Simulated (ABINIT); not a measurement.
# CdSiS3 (Pm-3m): zone-centre phonons, part 3 of 4

Aim: the zone-centre modes of CdSiS3 (Pm-3m).

ABINIT 10.8.3; DFT LDA, scalar-relativistic, plane waves, PseudoDojo norm-conserving pseudopotentials.

So far. Step 4 (Relaxation): The volume changes by -0.5 % in this run and stands +8.7 % from the first cell. Step 6 (Linear response at Γ): The acoustic modes at Γ come out as far as 3.0 cm⁻¹ from zero, where they should vanish, a small numerical error. The lowest optical mode is imaginary, 197i cm⁻¹, an instability at this level and on this k mesh. The relaxed cell has a = 4.469 Å (conventional setting).

The structure was built from a prototype and need not be the compound's stable phase.

## 7. Zone-centre analysis

anaddb reads the merged derivatives and imposes the acoustic sum rule.

Input file anaddb.abi:

```
ddb_filepath "gamma_DDB"
output_file "anaddb.abo"
outdata_prefix "anaddb"
asr 1
chneut 1
enunit 2
eivec 1
nph1l 1
qph1l 0.0 0.0 0.0 1.0
```

Input file mrgddb.in:

```
gamma_DDB
merged
2
dfpt_gammao_DDB
gso_DDB
```

On the command line:

```console
> mrgddb < mrgddb.in > mrgddb.log
> OMP_NUM_THREADS=1 anaddb anaddb.abi > anaddb.log
```

anaddb.abo, the main output file:

```text
-outvars_anaddb: echo values of input variables ----------------------

 Miscellaneous information :
      enunit         2
       eivec         1
         asr         1
 First list of wavevector (reduced coord.) :
       nph1l         1
       qph1l
                     0.00000000E+00  0.00000000E+00  0.00000000E+00    1.000E+00

================================================================================

 read the DDB information and perform some checks

  ==== Info on the Cryst% object ====
 Real(R)+Recip(G) space primitive vectors, cartesian coordinates (Bohr,Bohr^-1):
 R(1)=  8.4443050  0.0000000  0.0000000  G(1)=  0.1184230  0.0000000  0.0000000
 R(2)=  0.0000000  8.4443050  0.0000000  G(2)=  0.0000000  0.1184230  0.0000000
 R(3)=  0.0000000  0.0000000  8.4443050  G(3)=  0.0000000  0.0000000  0.1184230
 Unit cell volume ucvol=  6.0213203E+02 bohr^3
 Angles (23,13,12)=  9.00000000E+01  9.00000000E+01  9.00000000E+01 degrees
 Time-reversal symmetry is present
 Reduced atomic positions [iatom, xred, symbol]:
    1)    0.0000000  0.0000000  0.0000000  Cd
    2)    0.5000000  0.5000000  0.5000000  Si
    3)    0.5000000  0.5000000  0.0000000   S
    4)    0.5000000  0.0000000  0.5000000   S
    5)    0.0000000  0.5000000  0.5000000   S

 DDB file with 3 blocks has been read.

================================================================================

 Treat the first list of vectors

  Phonon wavevector (reduced coordinates) :  0.00000  0.00000  0.00000
 Phonon energies in Hartree :
  -8.987074E-04 -8.987074E-04 -8.987074E-04 -5.322551E-04 -5.322551E-04
  -5.322551E-04 -6.162456E-05 -6.162456E-05 -6.162456E-05  1.586425E-07
   1.586569E-07  1.587001E-07  1.805693E-03  1.805693E-03  1.805693E-03
 Phonon energies in meV     :
- -2.445507E+01 -2.445507E+01 -2.445507E+01 -1.448340E+01 -1.448340E+01
- -1.448340E+01 -1.676890E+00 -1.676890E+00 -1.676890E+00  4.316883E-03
-  4.317275E-03  4.318451E-03  4.913540E+01  4.913540E+01  4.913540E+01
 Phonon frequencies in cm-1    :
- -1.972435E+02 -1.972435E+02 -1.972435E+02 -1.168165E+02 -1.168165E+02
- -1.168165E+02 -1.352503E+01 -1.352503E+01 -1.352503E+01  3.481801E-02
-  3.482117E-02  3.483065E-02  3.963037E+02  3.963037E+02  3.963037E+02
 Phonon frequencies in Thz     :
- -5.913210E+00 -5.913210E+00 -5.913210E+00 -3.502071E+00 -3.502071E+00
- -3.502071E+00 -4.054701E-01 -4.054701E-01 -4.054701E-01  1.043818E-03
-  1.043912E-03  1.044197E-03  1.188089E+01  1.188089E+01  1.188089E+01
 Phonon energies in Kelvin  :
- -2.837893E+02 -2.837893E+02 -2.837893E+02 -1.680729E+02 -1.680729E+02
- -1.680729E+02 -1.945950E+01 -1.945950E+01 -1.945950E+01  5.009534E-02
-  5.009989E-02  5.011354E-02  5.701926E+02  5.701926E+02  5.701926E+02

 Eigendisplacements
 (will be given, for each mode : in cartesian coordinates
   for each atom the real part of the displacement vector,
   then the imaginary part of the displacement vector - absolute values smaller than 1.0d-7 are set to zero)
  Mode number    1   Energy   -8.987074E-04
 Attention : low frequency mode.
   (Could be unstable or acoustic mode)
-  1  0.00000000E+00  0.00000000E+00  0.00000000E+00
-     0.00000000E+00  0.00000000E+00  0.00000000E+00
-  2  0.00000000E+00  0.00000000E+00  0.00000000E+00
-     0.00000000E+00  0.00000000E+00  0.00000000E+00
-  3  0.00000000E+00  0.00000000E+00  0.00000000E+00
-     0.00000000E+00  0.00000000E+00  0.00000000E+00
-  4  0.00000000E+00  0.00000000E+00 -2.92470830E-03
-     0.00000000E+00  0.00000000E+00  0.00000000E+00
-  5  0.00000000E+00  0.00000000E+00  2.92470830E-03
-     0.00000000E+00  0.00000000E+00  0.00000000E+00
  Mode number    2   Energy   -8.987074E-04
 Attention : low frequency mode.
   (Could be unstable or acoustic mode)
-  1  0.00000000E+00  0.00000000E+00  0.00000000E+00
-     0.00000000E+00  0.00000000E+00  0.00000000E+00
-  2  0.00000000E+00  0.00000000E+00  0.00000000E+00
-     0.00000000E+00  0.00000000E+00  0.00000000E+00
-  3  0.00000000E+00 -2.92470830E-03  0.00000000E+00
-     0.00000000E+00  0.00000000E+00  0.00000000E+00
-  4  0.00000000E+00  0.00000000E+00  0.00000000E+00
-     0.00000000E+00  0.00000000E+00  0.00000000E+00
-  5  0.00000000E+00  2.92470830E-03  0.00000000E+00
-     0.00000000E+00  0.00000000E+00  0.00000000E+00
  Mode number    3   Energy   -8.987074E-04
 Attention : low frequency mode.
   (Could be unstable or acoustic mode)
-  1  0.00000000E+00  0.00000000E+00  0.00000000E+00
-     0.00000000E+00  0.00000000E+00  0.00000000E+00
-  2  0.00000000E+00  0.00000000E+00  0.00000000E+00
-     0.00000000E+00  0.00000000E+00  0.00000000E+00
-  3  2.92470830E-03  0.00000000E+00  0.00000000E+00
-     0.00000000E+00  0.00000000E+00  0.00000000E+00
-  4 -2.92470830E-03  0.00000000E+00  0.00000000E+00
-     0.00000000E+00  0.00000000E+00  0.00000000E+00
-  5  0.00000000E+00  0.00000000E+00  0.00000000E+00
-     0.00000000E+00  0.00000000E+00  0.00000000E+00
  Mode number    4   Energy   -5.322551E-04
 Attention : low frequency mode.
   (Could be unstable or acoustic mode)
-  1  0.00000000E+00  0.00000000E+00 -8.23030362E-04
-     0.00000000E+00  0.00000000E+00  0.00000000E+00
-  2  0.00000000E+00  0.00000000E+00 -1.97921218E-03
-     0.00000000E+00  0.00000000E+00  0.00000000E+00
-  3  0.00000000E+00  0.00000000E+00 -1.30173173E-04
-     0.00000000E+00  0.00000000E+00  0.00000000E+00
-  4  0.00000000E+00  0.00000000E+00  2.37542129E-03
-     0.00000000E+00  0.00000000E+00  0.00000000E+00
-  5  0.00000000E+00  0.00000000E+00  2.37542129E-03
-     0.00000000E+00  0.00000000E+00  0.00000000E+00
  Mode number    5   Energy   -5.322551E-04
 Attention : low frequency mode.
   (Could be unstable or acoustic mode)
-  1  0.00000000E+00 -8.23030362E-04  0.00000000E+00
-     0.00000000E+00  0.00000000E+00  0.00000000E+00
-  2  0.00000000E+00 -1.97921218E-03  0.00000000E+00
-     0.00000000E+00  0.00000000E+00  0.00000000E+00
-  3  0.00000000E+00  2.37542129E-03  0.00000000E+00
-     0.00000000E+00  0.00000000E+00  0.00000000E+00
-  4  0.00000000E+00 -1.30173173E-04  0.00000000E+00
-     0.00000000E+00  0.00000000E+00  0.00000000E+00
-  5  0.00000000E+00  2.37542129E-03  0.00000000E+00
-     0.00000000E+00  0.00000000E+00  0.00000000E+00
  Mode number    6   Energy   -5.322551E-04
 Attention : low frequency mode.
   (Could be unstable or acoustic mode)
-  1  8.23030362E-04  0.00000000E+00  0.00000000E+00
-     0.00000000E+00  0.00000000E+00  0.00000000E+00
-  2  1.97921218E-03  0.00000000E+00  0.00000000E+00
-     0.00000000E+00  0.00000000E+00  0.00000000E+00
-  3 -2.37542129E-03  0.00000000E+00  0.00000000E+00
-     0.00000000E+00  0.00000000E+00  0.00000000E+00
-  4 -2.37542129E-03  0.00000000E+00  0.00000000E+00
-     0.00000000E+00  0.00000000E+00  0.00000000E+00
-  5  1.30173173E-04  0.00000000E+00  0.00000000E+00
-     0.00000000E+00  0.00000000E+00  0.00000000E+00
  Mode number    7   Energy   -6.162456E-05
 Attention : low frequency mode.
   (Could be unstable or acoustic mode)
-  1  0.00000000E+00  0.00000000E+00 -1.37602545E-03
-     0.00000000E+00  0.00000000E+00  0.00000000E+00
-  2  0.00000000E+00  0.00000000E+00  2.86360870E-03
-     0.00000000E+00  0.00000000E+00  0.00000000E+00
-  3  0.00000000E+00  0.00000000E+00  1.77617918E-03
-     0.00000000E+00  0.00000000E+00  0.00000000E+00
-  4  0.00000000E+00  0.00000000E+00  2.57890884E-04
-     0.00000000E+00  0.00000000E+00  0.00000000E+00
-  5  0.00000000E+00  0.00000000E+00  2.57890884E-04
-     0.00000000E+00  0.00000000E+00  0.00000000E+00
  Mode number    8   Energy   -6.162456E-05
 Attention : low frequency mode.
   (Could be unstable or acoustic mode)
-  1  0.00000000E+00  1.37602545E-03  0.00000000E+00
-     0.00000000E+00  0.00000000E+00  0.00000000E+00
-  2  0.00000000E+00 -2.86360870E-03  0.00000000E+00
-     0.00000000E+00  0.00000000E+00  0.00000000E+00
-  3  0.00000000E+00 -2.57890884E-04  0.00000000E+00
-     0.00000000E+00  0.00000000E+00  0.00000000E+00
-  4  0.00000000E+00 -1.77617918E-03  0.00000000E+00
-     0.00000000E+00  0.00000000E+00  0.00000000E+00
-  5  0.00000000E+00 -2.57890884E-04  0.00000000E+00
-     0.00000000E+00  0.00000000E+00  0.00000000E+00
  Mode number    9   Energy   -6.162456E-05
 Attention : low frequency mode.
   (Could be unstable or acoustic mode)
-  1  1.37602545E-03  0.00000000E+00  0.00000000E+00
-     0.00000000E+00  0.00000000E+00  0.00000000E+00
-  2 -2.86360870E-03  0.00000000E+00  0.00000000E+00
-     0.00000000E+00  0.00000000E+00  0.00000000E+00
-  3 -2.57890884E-04  0.00000000E+00  0.00000000E+00
-     0.00000000E+00  0.00000000E+00  0.00000000E+00
-  4 -2.57890884E-04  0.00000000E+00  0.00000000E+00
-     0.00000000E+00  0.00000000E+00  0.00000000E+00
-  5 -1.77617918E-03  0.00000000E+00  0.00000000E+00
-     0.00000000E+00  0.00000000E+00  0.00000000E+00
  Mode number   10   Energy    1.586425E-07
 Attention : low frequency mode.
   (Could be unstable or acoustic mode)
-  1  0.00000000E+00  0.00000000E+00  1.51962971E-03
-     0.00000000E+00  0.00000000E+00  0.00000000E+00
-  2  0.00000000E+00  0.00000000E+00  1.52878101E-03
-     0.00000000E+00  0.00000000E+00  0.00000000E+00
-  3  0.00000000E+00  0.00000000E+00  1.52615487E-03
-     0.00000000E+00  0.00000000E+00  0.00000000E+00
-  4  0.00000000E+00  0.00000000E+00  1.52253366E-03
-     0.00000000E+00  0.00000000E+00  0.00000000E+00
-  5  0.00000000E+00  0.00000000E+00  1.52253366E-03
-     0.00000000E+00  0.00000000E+00  0.00000000E+00
  Mode number   11   Energy    1.586569E-07
 Attention : low frequency mode.
   (Could be unstable or acoustic mode)
-  1  0.00000000E+00  1.51962971E-03  0.00000000E+00
-     0.00000000E+00  0.00000000E+00  0.00000000E+00
-  2  0.00000000E+00  1.52878101E-03  0.00000000E+00
-     0.00000000E+00  0.00000000E+00  0.00000000E+00
-  3  0.00000000E+00  1.52253366E-03  0.00000000E+00
-     0.00000000E+00  0.00000000E+00  0.00000000E+00
-  4  0.00000000E+00  1.52615487E-03  0.00000000E+00
-     0.00000000E+00  0.00000000E+00  0.00000000E+00
-  5  0.00000000E+00  1.52253366E-03  0.00000000E+00
-     0.00000000E+00  0.00000000E+00  0.00000000E+00
  Mode number   12   Energy    1.587001E-07
 Attention : low frequency mode.
   (Could be unstable or acoustic mode)
-  1  1.51962971E-03  0.00000000E+00  0.00000000E+00
-     0.00000000E+00  0.00000000E+00  0.00000000E+00
-  2  1.52878101E-03  0.00000000E+00  0.00000000E+00
-     0.00000000E+00  0.00000000E+00  0.00000000E+00
-  3  1.52253366E-03  0.00000000E+00  0.00000000E+00
-     0.00000000E+00  0.00000000E+00  0.00000000E+00
-  4  1.52253366E-03  0.00000000E+00  0.00000000E+00
-     0.00000000E+00  0.00000000E+00  0.00000000E+00
-  5  1.52615487E-03  0.00000000E+00  0.00000000E+00
-     0.00000000E+00  0.00000000E+00  0.00000000E+00
  Mode number   13   Energy    1.805693E-03
-  1  0.00000000E+00  0.00000000E+00  5.20738209E-06
-     0.00000000E+00  0.00000000E+00  0.00000000E+00
-  2  0.00000000E+00  0.00000000E+00 -2.25339493E-03
-     0.00000000E+00  0.00000000E+00  0.00000000E+00
-  3  0.00000000E+00  0.00000000E+00  3.40689463E-03
-     0.00000000E+00  0.00000000E+00  0.00000000E+00
-  4  0.00000000E+00  0.00000000E+00 -7.25724371E-04
-     0.00000000E+00  0.00000000E+00  0.00000000E+00
-  5  0.00000000E+00  0.00000000E+00 -7.25724371E-04
-     0.00000000E+00  0.00000000E+00  0.00000000E+00
  Mode number   14   Energy    1.805693E-03
-  1  0.00000000E+00  5.20738209E-06  0.00000000E+00
-     0.00000000E+00  0.00000000E+00  0.00000000E+00
-  2  0.00000000E+00 -2.25339493E-03  0.00000000E+00
-     0.00000000E+00  0.00000000E+00  0.00000000E+00
-  3  0.00000000E+00 -7.25724371E-04  0.00000000E+00
-     0.00000000E+00  0.00000000E+00  0.00000000E+00
-  4  0.00000000E+00  3.40689463E-03  0.00000000E+00
-     0.00000000E+00  0.00000000E+00  0.00000000E+00
-  5  0.00000000E+00 -7.25724371E-04  0.00000000E+00
-     0.00000000E+00  0.00000000E+00  0.00000000E+00
  Mode number   15   Energy    1.805693E-03
-  1  5.20738209E-06  0.00000000E+00  0.00000000E+00
-     0.00000000E+00  0.00000000E+00  0.00000000E+00
-  2 -2.25339493E-03  0.00000000E+00  0.00000000E+00
-     0.00000000E+00  0.00000000E+00  0.00000000E+00
-  3 -7.25724371E-04  0.00000000E+00  0.00000000E+00
-     0.00000000E+00  0.00000000E+00  0.00000000E+00
-  4 -7.25724371E-04  0.00000000E+00  0.00000000E+00
-     0.00000000E+00  0.00000000E+00  0.00000000E+00
-  5  3.40689463E-03  0.00000000E+00  0.00000000E+00
-     0.00000000E+00  0.00000000E+00  0.00000000E+00

 Analysis of degeneracies and characters (maximum tolerance=1.00E-06 a.u.)
 For each vibration mode, or group of modes if degenerate,
 the characters are given for each symmetry operation (see the list in the log file).
 Symmetry characters of vibration mode #   1
       degenerate with vibration modes #   2 to    3
  3.0 -3.0 -1.0  1.0 -1.0  1.0 -1.0  1.0 -1.0  1.0  1.0 -1.0 -1.0  1.0  1.0 -1.0
  0.0 -0.0  0.0 -0.0 -0.0  0.0 -0.0  0.0 -1.0  1.0  1.0 -1.0  1.0 -1.0 -1.0  1.0
  0.0 -0.0 -0.0  0.0 -0.0  0.0  0.0 -0.0 -1.0  1.0 -1.0  1.0  1.0 -1.0  1.0 -1.0
 Symmetry characters of vibration mode #   4
       degenerate with vibration modes #   5 to    6
  3.0 -3.0 -1.0  1.0 -1.0  1.0 -1.0  1.0  1.0 -1.0 -1.0  1.0  1.0 -1.0 -1.0  1.0
 -0.0  0.0 -0.0  0.0  0.0 -0.0  0.0 -0.0  1.0 -1.0 -1.0  1.0 -1.0  1.0  1.0 -1.0
 -0.0  0.0  0.0 -0.0  0.0 -0.0 -0.0  0.0  1.0 -1.0  1.0 -1.0 -1.0  1.0 -1.0  1.0
 Symmetry characters of vibration mode #   7
       degenerate with vibration modes #   8 to    9
  3.0 -3.0 -1.0  1.0 -1.0  1.0 -1.0  1.0  1.0 -1.0 -1.0  1.0  1.0 -1.0 -1.0  1.0
  0.0 -0.0 -0.0  0.0  0.0 -0.0  0.0 -0.0  1.0 -1.0 -1.0  1.0 -1.0  1.0  1.0 -1.0
  0.0 -0.0  0.0 -0.0  0.0 -0.0 -0.0  0.0  1.0 -1.0  1.0 -1.0 -1.0  1.0 -1.0  1.0
 Symmetry characters of vibration mode #  10
       degenerate with vibration modes #  11 to   12
  3.0 -3.0 -1.0  1.0 -1.0  1.0 -1.0  1.0  1.0 -1.0 -1.0  1.0  1.0 -1.0 -1.0  1.0
 -0.0  0.0  0.0 -0.0 -0.0  0.0  0.0 -0.0  1.0 -1.0 -1.0  1.0 -1.0  1.0  1.0 -1.0
 -0.0  0.0 -0.0  0.0  0.0 -0.0  0.0 -0.0  1.0 -1.0  1.0 -1.0 -1.0  1.0 -1.0  1.0
 Symmetry characters of vibration mode #  13
       degenerate with vibration modes #  14 to   15
  3.0 -3.0 -1.0  1.0 -1.0  1.0 -1.0  1.0  1.0 -1.0 -1.0  1.0  1.0 -1.0 -1.0  1.0
  0.0 -0.0  0.0 -0.0 -0.0  0.0 -0.0  0.0  1.0 -1.0 -1.0  1.0 -1.0  1.0  1.0 -1.0
  0.0 -0.0 -0.0  0.0 -0.0  0.0  0.0 -0.0  1.0 -1.0  1.0 -1.0 -1.0  1.0 -1.0  1.0
-
```

Wall time 0.5 s (1 thread of Arm Neoverse V1, shared host).

This step gave:

```
highest optical zone-centre mode (no LO-TO term) : 396.3 cm⁻¹
lowest optical zone-centre mode                  : -197.2 cm⁻¹
```

No LO-TO term; unit eigenvectors of the mass-weighted matrix, from anaddb's displacements. The modes at Γ (shares of kinetic energy by element, %) (negative means imaginary):

```csv
mode,frequency (cm⁻¹),symmetry,Cd %,Si %,S %
1,-197.2,T2u,0,0,100
2,-197.2,T2u,0,0,100
3,-197.2,T2u,0,0,100
4,-116.8,T1u,14,20,66
5,-116.8,T1u,14,20,66
6,-116.8,T1u,14,20,66
7,-13.5,T1u,39,42,19
8,-13.5,T1u,39,42,19
9,-13.5,T1u,39,42,19
10,0.0,acoustic,47,12,41
11,0.0,acoustic,47,12,41
12,0.0,acoustic,47,12,41
13,396.3,T1u,0,26,74
14,396.3,T1u,0,26,74
15,396.3,T1u,0,26,74
```

Displacements in mode 1 (-197.2 cm⁻¹), the largest set to 1:
```
Cd1  0.00  0.00  0.00
Si2  0.00  0.00  0.00
S3   0.00  0.00  0.00
S4   0.00  0.00 -1.00
S5   0.00  0.00  1.00
```

Displacements in mode 7 (-13.5 cm⁻¹), the largest set to 1:
```
Cd1  0.00  0.00 -0.48
Si2  0.00  0.00  1.00
S3   0.00  0.00  0.62
S4   0.00  0.00  0.09
S5   0.00  0.00  0.09
```

The rule also moves an optical mode by 0.9 cm⁻¹.

(Part 3 of 4 ends here.)

[Host names and launcher messages were left out of these logs when they were recorded.]

[Logs are printed without paths, hosts, clocks, repeated set-up lines and the standing remarks that a program may print on its own settings, such as how far it seeks lower states.]

[Hosts, paths, dates, database ids (printed as entryN), source tags and the programs' standing remarks are cut or masked in the printed files.]
